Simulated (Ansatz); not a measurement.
# Where V_Ba puts its levels in the gap of BaLa2S4 (I-42d)

Aim: at which Fermi levels does V_Ba in BaLa2S4 (I-42d) change its charge? The model is a cell of 56 host atoms with 1 Ba taken out.

Calculated with Ansatz 0.2.0; place-levels on PBEsol runs: charge-transition levels and formation energies with image-charge correction and potential alignment at the atomic sites.

### Step 1. Starting point

The cell holds 55 atoms: 7 Ba, 16 La and 32 S. Its edges and angles: a = 12.447 Å, b = 12.447 Å, c = 12.477 Å, α = 59.9°, β = 59.9°, γ = 60.2°. It derives from BaLa2S4 (space group I-42d). Nearest the centre at fractional (0.750, 0.750, 0.250): S51 at 3.06 Å, S30 at 3.06 Å, S27 at 3.06 Å, S46 at 3.06 Å, S43 at 3.18 Å, S39 at 3.18 Å, S53 at 3.18 Å, S34 at 3.18 Å.

Screening for the image-charge correction: ε∞ = (7.76, 7.76, 7.54), ε0 = (20.97, 20.97, 18.13), from a response run on this crystal (DFPT, PBEsol) at that run's own cell.

The cell's shortest repeat is 12.4 Å.

### Step 2. The runs of each charge state

A transition level is the Fermi level at which two charge states cost the same, so each charge needs its own total energy, at its own relaxed structure.

Random displacements of about 0.05 Å break the site symmetry at the start, so that the relaxation can reach a distorted minimum if there is one. Forces are taken at one point at (¼, ¼, ¼). The cell holds 2 electrons more than the neutral one, with a uniform background that keeps it neutral on the whole.

The sampling was tested on the host first: at the k-points planned (1x1x1 shifted 0.25 0.25 0.25) its energy lies 0.005 eV an atom from the dense-mesh value, under the bound of 0.02 eV set for this test; that bounds the host's error, not the defect's.

One state's input; the others differ in charge, spin, start and seed, and in occupations where the table says so.

File qm2.relax/input.yaml:

```yaml
crystal:
  lattice:
    - [0.0, 8.82241619, 8.7801378]
    - [8.82241619, 0.0, 8.7801378]
    - [8.82241619, 8.82241619, 0.0]
  atoms:
    - { symbol: Ba, position: [0.125, 0.625, 0.375] }
    - { symbol: Ba, position: [0.375, 0.875, 0.625] }
    - { symbol: Ba, position: [0.625, 0.125, 0.875] }
    - { symbol: Ba, position: [0.875, 0.375, 0.125] }
[... 5 atom lines left out ...]
    - { symbol: La, position: [0.62368137, 0.50131863, 0.62631863] }
    - { symbol: La, position: [0.87368137, 0.75131863, 0.87631863] }
    - { symbol: La, position: [-0.00131863, 0.37631863, 0.37368137] }
[... 2 atom lines left out ...]
    - { symbol: La, position: [0.74868137, 0.12631863, 0.12368137] }
[... 1 atom line left out ...]
    - { symbol: La, position: [0.50131863, 0.62368137, 0.24868137] }
    - { symbol: La, position: [0.75131863, 0.87368137, 0.49868137] }
[... 1 atom line left out ...]
    - { symbol: La, position: [0.12631863, 0.74868137, 1.00131863] }
    - { symbol: La, position: [0.37631863, -0.00131863, 0.25131863] }
[... 5 atom lines left out ...]
    - { symbol: S, position: [0.98611748, 0.57415068, 0.09321553] }
[... 2 atom lines left out ...]
    - { symbol: S, position: [0.57415068, 0.98611748, 0.34651631] }
[... 3 atom lines left out ...]
    - { symbol: S, position: [0.71821553, 0.47151631, 0.36111748] }
[... 4 atom lines left out ...]
    - { symbol: S, position: [0.86111748, 0.94915068, 0.97151631] }
[... 3 atom lines left out ...]
    - { symbol: S, position: [0.94915068, 0.86111748, 0.21821553] }
[... 2 atom lines left out ...]
    - { symbol: S, position: [0.59321553, 0.84651631, 0.07415068] }
[... 4 atom lines left out ...]
    - { symbol: S, position: [0.84651631, 0.59321553, 0.48611748] }
[... 1 atom line left out ...]
    - { symbol: S, position: [0.47151631, 0.71821553, 0.44915068] }
[... 1 atom line left out ...]
    - { symbol: S, position: [0.97151631, 0.21821553, 0.94915068] }
  host:
    repeats: [1, 1, 1]
    atoms:
      - { symbol: Ba, position: [0.125, 0.625, 0.375] }
      - { symbol: Ba, position: [0.375, 0.875, 0.625] }
      # ... 54 more atoms of the perfect host
total_charge: -2
basis:
  ecutwfc: 420
  xc_grid: 2
hamiltonian:
  xc: pbesol
kpoints:
  mp_grid: { grid: [1, 1, 1], shift: [0.25, 0.25, 0.25] }
scf:
  occupations: { method: fixed }
  max_iter: 80
output:
  forces: true
  charged_corrections:
    epsilon: [7.76, 7.76, 7.54]
    static_epsilon: [20.97, 20.97, 18.13]
    defect_position: [0.75, 0.75, 0.25]
relax:
  f_tol: 0.02
  max_steps: 80
  random_displacement: { amplitude: 0.05, seed: 4763 }
checkpoint:
  write: "../qm2.relax.run"
  compress: false
  write_wavefunctions: true
  write_every: 100000
```

On the command line:

```bash
$ ansatz run input.yaml --threads 4 --pin off --max-ram 14131MiB --backend cpu --events-out ev --progress --plain --runs-dir out
```

Defect states can disperse in a cell of this size, so the energy is taken again at a 2×2×2 shifted mesh, on the relaxed structure.

The run of this state that the levels use, under PBEsol:

File qm2.point/input.yaml:

```yaml
crystal:
  checkpoint: "../qm2.relax.run"
  host: checkpoint
total_charge: -2
basis:
  ecutwfc: 420
  xc_grid: 2
hamiltonian:
  xc: pbesol
kpoints:
  mp_grid: { grid: [2, 2, 2], shift: [0.5, 0.5, 0.5] }
scf:
  occupations: { method: fermi_dirac, width: 0.01 }
  max_iter: 80
output:
  forces: true
  eigenvalues: true
  charged_corrections:
    epsilon: [7.76, 7.76, 7.54]
    static_epsilon: [20.97, 20.97, 18.13]
    defect_position: [0.75, 0.75, 0.25]
  eigenstates: { localisation: true }
  populations: true
checkpoint:
  read: "../qm2.relax.run"
  write: "../qm2.point.run"
  compress: false
  write_wavefunctions: false
  write_every: 100000
```

Relaxations under PBEsol at one point at (¼, ¼, ¼); times on 4 threads of Arm Neoverse V1, shared host:

| charge | moment (μB) | occupations | outcome | steps | largest displacement against the far atoms (Å) | time |
| --- | --- | --- | --- | --- | --- | --- |
| −2 | 0 | fixed | converged | 5 | 0.14 | 1.8 min |
| −1 | 1 | fixed | converged | 6 | 0.15 | 5.3 min |
| 0 | 0 | fixed | converged | 7 | 0.15 | 2.9 min |
| 0 | 2 | fixed | converged | 8 | 0.14 | 5.8 min |
| +1 | 1 | fixed | converged | 8 | 0.16 | 10 min |
| +1 | 3 | fixed | converged | 7 | 0.13 | 5.7 min |

Single points under PBEsol at a 2×2×2 shifted mesh; times on 4 threads of Arm Neoverse V1, shared host:

| charge | moment (μB) | occupations | outcome | time |
| --- | --- | --- | --- | --- |
| −2 | 0 | fermi-dirac | converged | 2.4 min |
| −1 | 1 | fermi-dirac | converged | 5.7 min |
| 0 | 0 | fermi-dirac | converged | 2.6 min |
| 0 | 2 | fermi-dirac | converged | 6.3 min |
| +1 | 1 | fermi-dirac | converged | 6.1 min |
| +1 | 3 | fermi-dirac | converged | 5.6 min |

Distances (Å) from the ideal centre to the nearest atoms after relaxation with PBEsol:

| charge | moment (μB) | 1. | 2. | 3. | 4. | 5. | 6. |
| --- | --- | --- | --- | --- | --- | --- | --- |
| −2 | 0 | S 3.06 | S 3.06 | S 3.07 | S 3.07 | S 3.22 | S 3.23 |
| −1 | 1 | S 3.06 | S 3.07 | S 3.07 | S 3.07 | S 3.22 | S 3.23 |
| 0 | 0 | S 3.07 | S 3.07 | S 3.08 | S 3.08 | S 3.23 | S 3.23 |
| 0 | 2 | S 3.06 | S 3.07 | S 3.08 | S 3.08 | S 3.21 | S 3.24 |
| +1 | 1 | S 3.06 | S 3.07 | S 3.10 | S 3.11 | S 3.23 | S 3.23 |
| +1 | 3 | S 3.09 | S 3.10 | S 3.13 | S 3.15 | S 3.20 | S 3.22 |

### Step 3. Levels against the band edges, PBEsol

A charged cell interacts with its images and the background, and its potential has another zero than the host's. place-levels removes the first by a point-charge model, screened by the static dielectric constant since the ions have relaxed around the charge, and the second by comparing potentials at atoms far from the defect.

The host is a run of the defect-free crystal in the same cutoffs, grids and k-points, so that basis and sampling errors cancel in part in the differences. Its band edges come from a run of the primitive cell that searches the zone for them. Chemical potentials are energies per atom of Ba (bcc), run with the same functional and cutoff.

File levels.point.yaml:

```yaml
host:
  run: host.point.run
  levels_from: { run: edges.point.run }
states: [qm2.point.run, qm1_M1.point.run, q0.point.run, q0_M2.point.run, qp1_M1.point.run, qp1_M3.point.run]
geometry_from:
  qm2.point.run: qm2.relax.run
  qm1_M1.point.run: qm1_M1.relax.run
  q0.point.run: q0.relax.run
  q0_M2.point.run: q0_M2.relax.run
  qp1_M1.point.run: qp1_M1.relax.run
  qp1_M3.point.run: qp1_M3.relax.run
  host.point.run: host.relax.run
chemical_potentials:
  Ba:
    energy: -5862.611346
    dataset: <sha256 of the dataset>
epsilon: [7.76, 7.76, 7.54]
static_epsilon: [20.97, 20.97, 18.13]
vertical:
  - { from: qm2.point.run, to: qm2.point_neutral.run }
  - { from: qm1_M1.point.run, to: qm1_M1.point_neutral.run }
  - { from: qp1_M1.point.run, to: qp1_M1.point_neutral.run }
  - { from: qp1_M3.point.run, to: qp1_M3.point_neutral.run }
```

On the command line:

```bash
$ ansatz place-levels levels.point.yaml -- --threads 4 --pin off --max-ram 14131MiB
```

Numbers of over 12 decimals in the logs are rounded to 6 here.

Log:

```text
[... repeated set-up lines and file paths are left out, and long positions are rounded to six places ...]
(+1/0) 0.004 eV beneath the valence edge, in the valence band
(0/-1) 0.051 eV above the valence edge, 1.874 eV under the conduction edge
(-1/-2) 0.100 eV above the valence edge, 1.824 eV under the conduction edge
formation energy of charge +1: +6.684 eV with the Fermi level at the valence edge
formation energy of charge 0: +6.680 eV with the Fermi level at the valence edge
formation energy of charge -1: +6.731 eV with the Fermi level at the valence edge
formation energy of charge -2: +6.831 eV with the Fermi level at the valence edge
vertical -2 to 0: no energy, since no alignment is typed
  the change from vertical[0].from (qm2.point.run) to vertical[0].to (qm2.point_neutral.run): by its potential at epsilon [7.76, 7.76, 7.54] it stands at 0.889 0.872 0.457, with an rms radius of about 8.1 Å (4.6 4.7 4.7 Å across the planes of the cell's [...]
vertical -1 to 0: no energy, since no alignment is typed
  the change from vertical[1].from (qm1_M1.point.run) to vertical[1].to (qm1_M1.point_neutral.run): by its potential at epsilon [7.76, 7.76, 7.54] it is spread over the cell along a vector, with an rms radius of about 8.2 Å (4.6 4.6 4.9 Å across the planes of [...]
vertical +1 to 0: no energy, since no alignment is typed
  the change from vertical[2].from (qp1_M1.point.run) to vertical[2].to (qp1_M1.point_neutral.run): by its potential at epsilon [7.76, 7.76, 7.54] it stands at 0.894 0.925 0.546, with an rms radius of about 7.5 Å (4.4 3.9 4.6 Å across the planes of the cell's [...]
vertical +1 to 0: no energy, since no alignment is typed
  the change from vertical[3].from (qp1_M3.point.run) to vertical[3].to (qp1_M3.point_neutral.run): by its potential at epsilon [7.76, 7.76, 7.54] it stands at 0.968 0.979 0.582, with an rms radius of about 7.4 Å (4.7 4.0 4.1 Å across the planes of the cell's [...]
  edges by pbesol of host.levels_from (edges.point.run), its mesh sampled to repeats of 38.14 Å (the valence edge +0.079 eV and the conduction edge -0.143 eV from those of the host's own run), gap 1.925 eV; the host is sampled to repeats of 24.89 Å
  the defect's cells are sampled to repeats of 24.89 Å, like sampling
  charge +1: -168062.3480 eV with its correction of -0.498 eV, at epsilon [20.97, 20.97, 18.13], aligned at sites: -0.5921 eV, mean over 11 atomic sites at or beyond 6.22 Å from the host's site at [0.7499, 0.7504, 0.2498] by the defect at [0.7500, 0.7500, [...]
  states[4] (qp1_M1.point.run): levels filled in part (TS 0.010 eV): its energy is of no whole electron's
  charge 0: +0.000 eV for its dipole among its images, +0.000 omitted
  states[2] (q0.point.run): levels filled in part (TS 0.010 eV): its energy is of no whole electron's
  charge -1: -168044.3649 eV with its correction of +0.524 eV, at epsilon [20.97, 20.97, 18.13], aligned at sites: -0.4305 eV, mean over 11 atomic sites at or beyond 6.22 Å from the host's site at [0.7499, 0.7504, 0.2498] by the defect at [0.7500, 0.7500, [...]
  states[1] (qm1_M1.point.run): levels filled in part (TS 0.006 eV): its energy is of no whole electron's
  charge -2: -168035.2962 eV with its correction of +1.083 eV, at epsilon [20.97, 20.97, 18.13], aligned at sites: -0.3539 eV, mean over 11 atomic sites at or beyond 6.22 Å from the host's site at [0.7499, 0.7504, 0.2498] by the defect at [0.7500, 0.7500, [...]
  charge +1: states[5] (qp1_M3.point.run) stands 0.066 eV higher, with a moment of 3.00 μB against 1.00
  states[5] (qp1_M3.point.run): levels filled in part (TS 0.008 eV): its energy is of no whole electron's
  charge 0: states[3] (q0_M2.point.run) stands 0.005 eV higher, with a moment of 2.00 μB against 0.00
  states[3] (q0_M2.point.run): levels filled in part (TS 0.003 eV): its energy is of no whole electron's
  of states[4] (qp1_M1.point.run): it parts from the run at its places by a charge that spreads by about 4.6 Å along one vector (1.8 Å or more is wide), by its potential at epsilon [7.76, 7.76, 7.54], taken for that of held ions (one typed too small widens [...]
  of states[2] (q0.point.run): its sublattices stand up to 0.0333 Å off the host's, which by the two runs' forces adds about +0.02 eV to its energy against the host's, and moves the band edges: relax the crystal first, and build the cells on it; [...]
  of states[1] (qm1_M1.point.run): it parts from the run at its places by a charge that spreads by about 4.9 Å along one vector (1.8 Å or more is wide), by its potential at epsilon [7.76, 7.76, 7.54], taken for that of held ions (one typed too small widens [...]
  of states[0] (qm2.point.run): it parts from the run at its places by a charge that spreads by about 4.7 Å along one vector (1.8 Å or more is wide), by its potential at epsilon [7.76, 7.76, 7.54], taken for that of held ions (one typed too small widens it), [...]
  of states[5] (qp1_M3.point.run): it parts from the run at its places by a charge that spreads by about 4.7 Å along one vector (1.8 Å or more is wide), by its potential at epsilon [7.76, 7.76, 7.54], taken for that of held ions (one typed too small widens [...]
  of states[3] (q0_M2.point.run): its sublattices stand up to 0.0292 Å off the host's, which by the two runs' forces adds about +0.02 eV to its energy against the host's, and moves the band edges: relax the crystal first, and build the cells on it; [...]
  of vertical[0].from (qm2.point.run): its displacements don't fall off away from the defect: farther atoms stand 0.048 Å off the host's places. [...]
  vertical[0].to (qm2.point_neutral.run): levels filled in part (TS 0.016 eV): its energy is of no whole electron's
  of vertical[0].to (qm2.point_neutral.run): its displacements don't fall off away from the defect: farther atoms stand 0.048 Å off the host's places. [...]
  vertical[1].from (qm1_M1.point.run): levels filled in part (TS 0.006 eV): its energy is of no whole electron's
  of vertical[1].from (qm1_M1.point.run): its displacements don't fall off away from the defect: farther atoms stand 0.051 Å off the host's places. [...]
  vertical[1].to (qm1_M1.point_neutral.run): levels filled in part (TS 0.012 eV): its energy is of no whole electron's
  of vertical[1].to (qm1_M1.point_neutral.run): its displacements don't fall off away from the defect: farther atoms stand 0.051 Å off the host's places. [...]
  vertical[2].from (qp1_M1.point.run): levels filled in part (TS 0.010 eV): its energy is of no whole electron's
  of vertical[2].from (qp1_M1.point.run): its displacements don't fall off away from the defect: farther atoms stand 0.073 Å off the host's places. [...]
  vertical[2].to (qp1_M1.point_neutral.run): levels filled in part (TS 0.012 eV): its energy is of no whole electron's
  of vertical[2].to (qp1_M1.point_neutral.run): its displacements don't fall off away from the defect: farther atoms stand 0.073 Å off the host's places. [...]
  vertical[3].from (qp1_M3.point.run): levels filled in part (TS 0.008 eV): its energy is of no whole electron's
  of vertical[3].from (qp1_M3.point.run): its displacements don't fall off away from the defect: farther atoms stand 0.048 Å off the host's places. [...]
  vertical[3].to (qp1_M3.point_neutral.run): levels filled in part (TS 0.011 eV): its energy is of no whole electron's
  of vertical[3].to (qp1_M3.point_neutral.run): its displacements don't fall off away from the defect: farther atoms stand 0.048 Å off the host's places. [...]
```

Elapsed: 0.75 s, on 4 threads of Arm Neoverse V1, shared host.

Levels between the charges placed, in eV above the valence top:

|  | gap (eV) | (+1/0) | (0/−1) | (−1/−2) |
| --- | --- | --- | --- | --- |
| PBEsol | 1.92 | 0.00 | 0.05 | 0.10 |

Corrections by state:

| charge | moment (μB) | image terms and alignment (eV) | band filling (eV) | ε used | over the lowest of its charge, as the program ranks them, band filling apart (eV) |
| --- | --- | --- | --- | --- | --- |
| +1 | 1.0 | -0.498 | - | principal values (18.13, 20.97, 20.97) | 0.000 |
| 0 | 0.0 | 0.000 | - | - | 0.000 |
| −1 | 1.0 | 0.524 | - | principal values (18.13, 20.97, 20.97) | 0.000 |
| −2 | 0.0 | 1.083 | - | principal values (18.13, 20.97, 20.97) | 0.000 |
| +1 | 3.0 | -0.444 | - | principal values (18.13, 20.97, 20.97) | 0.066 |
| 0 | 2.0 | 0.000 | - | - | 0.005 |

The charged structures listed were also run neutral, and place-levels reads from each pair, by the potential or the spins, how wide the charge is by which they differ; that can be the carrier of either run.

| charge | rms radius (Å) | spread where it is widest against the cell (Å) | wide from (Å) | reading |
| --- | --- | --- | --- | --- |
| +1 | 7.5 | 4.61 | 1.76 | wide |
| −1 | 8.2 | 4.91 | 1.76 | wide |
| −2 | 8.1 | 4.73 | 1.76 | wide |

The neutral runs of these pairs need not share the spin of the lowest neutral state, and very wide values only mean spread over the cell.

From the program's caveats on the states, each cut to its opening words:

- charge +1 (1 μB): it parts from the run at its places by a charge that spreads by about 4.6 Å along one vector (1.8 Å or more is wide), by its potential at epsilon [7.76, 7.76, [...]
- charge +1 (1 μB): the host's ions (past the first shell or, of a walk that freed a part, those that it held) aren't shown at rest: they stand up to 0.156 Å off their sites, 3.43 [...]
- charge +1 (1 μB): the far atoms show a dipole or second moment of the defect's charge, for which the correction takes or leaves out 0.071 eV: further moments aren't read, and [...]
- charge +1 (1 μB): its sublattices stand up to 0.0547 Å off the host's, which by the two runs' forces adds about +0.05 eV to its energy against the host's, and moves the band [...]
- charge +1 (1 μB): its displacements don't fall off away from the defect: farther atoms stand 0.073 Å off the host's places
- charge +1 (1 μB): its moments are held at its close (magnetization.spin_locking), by a field of 0.005 eV a Bohr magneton, and its energy and levels are of the state that this [...]
- charge 0: its sublattices stand up to 0.0333 Å off the host's, which by the two runs' forces adds about +0.02 eV to its energy against the host's, and moves the band [...]
- charge 0, 0 (2 μB): its displacements don't fall off away from the defect: farther atoms stand 0.061 Å off the host's places
- charge −1 (1 μB): it parts from the run at its places by a charge that spreads by about 4.9 Å along one vector (1.8 Å or more is wide), by its potential at epsilon [7.76, 7.76, [...]
- charge −1 (1 μB): its displacements don't fall off away from the defect: farther atoms stand 0.051 Å off the host's places
- charge −1 (1 μB): its moments are held at its close (magnetization.spin_locking), by a field of 0.003 eV a Bohr magneton, and its energy and levels are of the state that this [...]
- charge −2, +1 (3 μB): it parts from the run at its places by a charge that spreads by about 4.7 Å along one vector (1.8 Å or more is wide), by its potential at epsilon [7.76, 7.76, [...]
- charge −2, +1 (3 μB): its displacements don't fall off away from the defect: farther atoms stand 0.048 Å off the host's places
- charge +1 (3 μB): its sublattices stand up to 0.0447 Å off the host's, which by the two runs' forces adds about +0.03 eV to its energy against the host's, and moves the band [...]

(Continued in part 2 of 2.)

[Logs are printed without paths, hosts, clocks, repeated set-up lines and the standing remarks that a program may print on its own settings, such as how far it seeks lower states.]

[Hosts, paths, dates, database ids (printed as entryN), source tags and the programs' standing remarks are cut or masked in the printed files.]

[Where a table of states has a column of steps, it counts the stored structures, which are thinned; the runs took as many ionic steps or more.]

[A defect's name tells the site on which it was built; relaxed atoms can leave that site.]

[For some hosts the program warned that the k-mesh of the response run may be too coarse for force constants and the static dielectric constant; such warnings are not shown here.]
